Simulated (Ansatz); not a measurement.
# BeTlI3: complex band structure, part 3 of 3

A new crystal, BeTlI3: structure, gap and complex bands. It is built by putting Be for Ca in the CaTlI3 structure of space group Cmcm, with the volume rescaled by atomic radii. The parent structure comes from the Materials Project.

Ansatz 0.2.0; LDA DFT, plane waves, PAW files (the session's first sound run).

So far, gap on path (eV): step 3 (band edges, LDA) 1.64; step 6 (LDA norm-conserving, cutoff 1197.3 eV) 1.63.

The structure was built from a prototype and need not be the compound's stable phase.

**8. The same cell, other settings**

This step: LDA DFT, plane waves, PAW files; complex bands by layer matching along the plane's normal; changed: scf.algorithm = "density_mixing", scf.eigensolver.kind = "davidson" (Ansatz 0.2.0).

This run repeats an earlier one, its twin (the complex run, plane (001)), with two settings changed (scf.algorithm, scf.eigensolver.kind; files written aside). It is meant to test whether the numerical route changes the result or only the time. Where the input is shown as a difference, that is against the step before, not the twin.

File input.yaml:

```yaml
crystal:
  lattice:
    - [7.245541536, 0.0, 0.0]
    - [1.03333177, 3.729118123, 0.0]
    - [0.0, 0.0, 10.619440188]
  atoms:
    - { symbol: Be, position: [0.0, 0.0, 0.0] }
    - { symbol: Be, position: [0.0, 0.0, 0.5] }
    - { symbol: Tl, position: [0.5232214106, 0.7383892947, 0.25] }
    - { symbol: Tl, position: [0.4767785894, 0.2616107053, 0.75] }
    - { symbol: I, position: [0.2498970954, 0.3750514523, 0.0388201407] }
    - { symbol: I, position: [0.7501029046, 0.6249485477, 0.9611798593] }
    - { symbol: I, position: [0.7501029046, 0.6249485477, 0.5388201407] }
    - { symbol: I, position: [0.2498970954, 0.3750514523, 0.4611798593] }
    - { symbol: I, position: [0.9013286926, 0.0493356537, 0.25] }
    - { symbol: I, position: [0.0986713074, 0.9506643463, 0.75] }
kpoints:
  mp_grid: { grid: [6, 6, 2] }
scf:
  occupations: { method: fixed }
  algorithm: density_mixing
  eigensolver: { kind: davidson }
hamiltonian:
  xc: lda
output:
  eigenvalues: true
  transmission:
    leads: [[0, 0]]
    kpoints: [[0.0, 0.0], [0.2708, -0.3854]]
    e_range: [-1.0, 2.64]
    de: 0.09
```

The run is started by

```console
> ansatz run input.yaml --threads 2 --pin off --max-ram 4096MiB --backend cpu --events-out ev --progress --plain --runs-dir out
```

Numbers of over 12 decimals in the logs are rounded to 6 here.

The log of the run:

```text
[...]
davidson cushion auto → on  (no smearing: the cushion is to keep the highest requested band from converging to the state above it; pin scf.eigensolver.cushion to override)
Crystal: 10 atoms, lattice volume = 286.932 Å³
Basis set: ecut = 420 eV, 5619 PW (Γ)
Bands: 80, of which v1, the nominal top of the filled ones, is band 66 counted from 1 (65 counted from 0)
Symmetry: 8 space group operations
[...]
k-points: 26 of 72
[...]
SCF iter   1: F=—  HF=-66608.572436 eV  |F-HF|=—  |Δ(HF+E_count)|=         —  Δρ=4.47e-3  dr2=2.83e-2  ethr=1.77e-3  ⟨swp⟩=10.2  Hψ=9950  notcnv=0
[...]
SCF iter   7: F=-66608.564789 eV  HF=-66608.564789 eV  |F-HF|=2.47e-10  |Δ(HF+E_count)|=   3.20e-8  Δρ=1.90e-6  dr2=1.09e-8  ethr=1.02e-10  ⟨swp⟩=3.0  Hψ=6305  notcnv=0
SCF 1 converged in 7 iterations: F = -66608.564789 eV  dr2 = 1.09e-8
[...]
transmission: 14 of 28 steps passed
transmission: 28 of 28 steps passed
SCF converged after 7 iterations
Free energy (F): -66608.564789 eV
[...]
Internal energy: -66608.564789 eV  (E = F + TS)
E sigma→0 (E₀):  -66608.564789 eV
Fermi energy:    7.665879 eV
[...]
--- Band table (eV; the first three rows and the last of 26) ---
  k-point 0: bands = [... 62 lower, 7.0224, 7.1730, 7.1805, 7.6120, 9.9289, 10.9258, 11.0774, 11.2928, ... 10 higher]
  k-point 1: bands = [... 62 lower, 7.4173, 7.4173, 7.6004, 7.6004, 9.9425, 9.9425, 11.0451, 11.0451, ... 10 higher]
  k-point 2: bands = [... 62 lower, 6.8911, 6.9693, 7.4259, 7.4502, 10.6043, 10.7965, 11.0040, 11.2709, ... 10 higher]
  k-point 25: bands = [... 62 lower, 7.0386, 7.0386, 7.4166, 7.4166, 10.1009, 10.1009, 10.9868, 10.9868, ... 10 higher]
--- Transmission ---
  basis      : 241 plane waves across, 14 finite elements along
  points     : 2, as listed
[...]
crystal 0  : Tl2I6Be2, at the sites [0, 0], period 10.6194 Å: whole cells are its period
[...]
channels       : 0.000000e0 a spin
[...]
slowest decay  : 0.1904 /Å at (0.0000, 0.0000)
```

Run time: 31 s. Hardware: 2 threads of AMD EPYC 9R45, shared host; peak memory 1 GiB; 51 s of CPU time.

A gap read on the k-mesh alone can miss the band edges.

This step gave:

* free energy: -66608.5648 eV
* Fermi energy: 7.666 eV
* gap on the k-mesh: 1.684 eV

K parallel (0, 0); values up to 1.5 1/Å, a degenerate pair printed once or twice; energies at which all values exceed this have no row. Table of Im kz of the slowest decaying states by energy, zero at the highest filled level on the SCF mesh:

| energy (eV) | decay 1 (Å⁻¹) | decay 2 (Å⁻¹) | decay 3 (Å⁻¹) | decay 4 (Å⁻¹) |
| --- | --- | --- | --- | --- |
| -1.00 | 0.0596 | 0.134 | 0.208 | 0.276 |
| -0.82 | 0.0541 | 0.219 | 0.243 | 0.324 |
| -0.73 | 0.0418 | 0.141 | 0.203 | 0.216 |
| -0.55 | 0.117 | 0.149 | 0.310 | 0.422 |
| -0.46 | 0.243 | 0.319 | 0.440 | 0.801 |
| -0.28 | 0.329 | 0.465 | 0.767 | 1.22 |
| -0.10 | 0.362 | 0.477 | 0.731 | 1.19 |
| -0.01 | 0.0521 | 0.133 | 0.376 | 0.479 |
| 0.17 | 0.115 | 0.297 | 0.399 | 0.473 |
| 0.26 | 0.134 | 0.359 | 0.409 | 0.459 |
| 0.44 | 0.160 | 0.426 | 0.444 | 0.617 |
| 0.62 | 0.178 | 0.438 | 0.470 | 0.582 |
| 0.71 | 0.185 | 0.443 | 0.481 | 0.565 |
| 0.89 | 0.195 | 0.448 | 0.499 | 0.536 |
| 0.98 | 0.198 | 0.450 | 0.506 | 0.522 |
| 1.16 | 0.201 | 0.451 | 0.495 | 0.518 |
| 1.34 | 0.200 | 0.451 | 0.468 | 0.528 |
| 1.43 | 0.198 | 0.451 | 0.454 | 0.532 |
| 1.61 | 0.190 | 0.423 | 0.450 | 0.538 |
| 1.70 | 0.183 | 0.406 | 0.450 | 0.540 |
| 1.88 | 0.164 | 0.365 | 0.450 | 0.544 |
| 2.06 | 0.132 | 0.312 | 0.450 | 0.546 |
| 2.15 | 0.102 | 0.275 | 0.450 | 0.546 |
| 2.33 | 0.176 | 0.452 | 0.546 | 0.737 |
| 2.42 | 0.195 | 0.453 | 0.545 | 0.714 |
| 2.60 | 0.200 | 0.455 | 0.543 | 0.663 |

K parallel (0.2708, -0.3854); values up to 1.5 1/Å, a degenerate pair printed once or twice; energies at which all values exceed this have no row. Table of Im kz of the slowest decaying states by energy, zero at the highest filled level on the SCF mesh:

| energy (eV) | decay 1 (Å⁻¹) | decay 2 (Å⁻¹) | decay 3 (Å⁻¹) | decay 4 (Å⁻¹) |
| --- | --- | --- | --- | --- |
| -1.00 | 0.0801 | 0.0901 | 0.334 | 0.443 |
| -0.82 | 0.128 | 0.166 | 0.319 | 0.438 |
| -0.64 | 0.183 | 0.203 | 0.287 | 0.326 |
| -0.46 | 0.204 | 0.226 | 0.308 | 0.394 |
| -0.28 | 0.222 | 0.242 | 0.324 | 0.414 |
| -0.10 | 0.236 | 0.254 | 0.335 | 0.417 |
| -0.01 | 0.242 | 0.260 | 0.339 | 0.416 |
| 0.08 | 0.248 | 0.264 | 0.342 | 0.414 |
| 0.26 | 0.257 | 0.271 | 0.346 | 0.408 |
| 0.44 | 0.265 | 0.276 | 0.347 | 0.388 |
| 0.62 | 0.270 | 0.280 | 0.346 | 0.361 |
| 0.80 | 0.274 | 0.281 | 0.335 | 0.343 |
| 0.98 | 0.275 | 0.281 | 0.304 | 0.339 |
| 1.16 | 0.261 | 0.278 | 0.282 | 0.334 |
| 1.34 | 0.213 | 0.271 | 0.281 | 0.328 |
| 1.52 | 0.138 | 0.262 | 0.281 | 0.323 |
| 1.70 | 0.248 | 0.287 | 0.312 | 0.317 |
| 1.88 | 0.231 | 0.283 | 0.311 | 1.13 |
| 2.06 | 0.210 | 0.262 | 0.304 | 1.11 |
| 2.24 | 0.183 | 0.234 | 0.297 | 1.08 |
| 2.42 | 0.143 | 0.146 | 0.155 | 0.287 |
| 2.60 | 0.0495 | 0.160 | 0.194 | 0.277 |

The energy agrees with the twin's within 2e-6 eV and the result to the printed digits, after as many cycles: the change makes no difference here.

**9. What came out**

| Item | Value |
| --- | --- |
| band gap | 1.64 eV |
| least decay constant at mid-gap, normal to (001) | 0.190 Å⁻¹ |
| least decay constant on a mesh, normal to (001) | 0.191 Å⁻¹ |

What this shows: With LDA, the slowest decay at the wavevectors tried is κ = 0.190 Å⁻¹, normal to (001). Through such a film the transmission near mid-gap falls as exp(−2κd), a factor of ten every 6.0 Å. A free electron under a barrier of half the gap would need a mass of 0.17 mₑ to decay at this rate. The compound is made up by substitution; its stability against other phases and against distortions of the cell's symmetry was not tested. A semilocal functional narrows gaps, while spin-orbit coupling, left out here, narrows them in compounds of heavy elements, so the error in κ can go either way.

[Logs are printed without paths, hosts, clocks, repeated set-up lines and the standing remarks that a program may print on its own settings, such as how far it seeks lower states.]

[Hosts, paths, dates, database ids (printed as entryN), source tags and the programs' standing remarks are cut or masked in the printed files.]
